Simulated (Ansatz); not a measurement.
**HfO2, fluorite: band edges under a change of volume**

How fast do the gaps move when the cell is scaled evenly? The symmetry of the cell is held, so distortions that would lower it, which this phase may prefer, aren't tested.

Calculated with Ansatz 0.2.0, PBEsol, PAW files of the set soft_1, cutoff 600 eV, Fermi–Dirac smearing 0.02 eV, k-mesh 9×9×9, no spin polarisation, no spin-orbit coupling.

Reference cell, relaxed at zero pressure with PBEsol (Fm-3m): a = 3.5668 Å, b = 3.5668 Å, c = 3.5668 Å, α = 60.00°, β = 60.00°, γ = 60.00°.

```
atom       x       y       z
  Hf  0.0000  0.0000  0.0000
   O  0.2500  0.2500  0.2500
   O  0.7500  0.7500  0.7500
```

Levels are read on the k-mesh and along lines from Γ to X = (0.5, 0, 0.5), L = (0.5, 0.5, 0.5), K = (0.375, 0.375, 0.75) and W = (0.5, 0.25, 0.75) in the reciprocal basis of this cell (the letters only name these points), and count from the highest filled level.

```
ln(V/V0)  gap (eV)  direct gap at Γ (eV)  lowest empty at X (eV)
 −0.0619     3.827                 4.589                   3.827
 −0.0408     3.781                 4.541                   3.781
  0.0000     3.689                 4.443                   3.689
  0.0198     3.643                 4.394                   3.643
  0.0392     3.598                 4.343                   3.598
  0.0583     3.553                 4.293                   3.553
```

**Question.** Fit the direct gap at Γ and give it at ln(V/V0) = −0.0202, a row left out above.

A straight line through the 6 rows: the means are 0.002433 for ln(V/V0) and 4.4338 for the level, Σ(Δx)² = 0.01079 and ΣΔxΔy = −0.02654, so the slope is −0.02654/0.01079 = −2.4598 and the intercept 4.4338 − (−2.4598)(0.002433) = 4.4398.

The slope is the volume deformation potential of this gap, −2.46 eV, as a mean over the range. The line gives 4.490 eV. The run itself gives 4.493 eV, so the estimate misses by 0.003 eV; the fitted rows themselves lie up to 0.003 eV off the law.

The gap lies below the direct one at Γ in every row. Semilocal functionals give gaps that are too small, and the error differs from valley to valley, so the order of close valleys can be wrong too.

[Logs are printed without paths, hosts, clocks, repeated set-up lines and the standing remarks that a program may print on its own settings, such as how far it seeks lower states.]
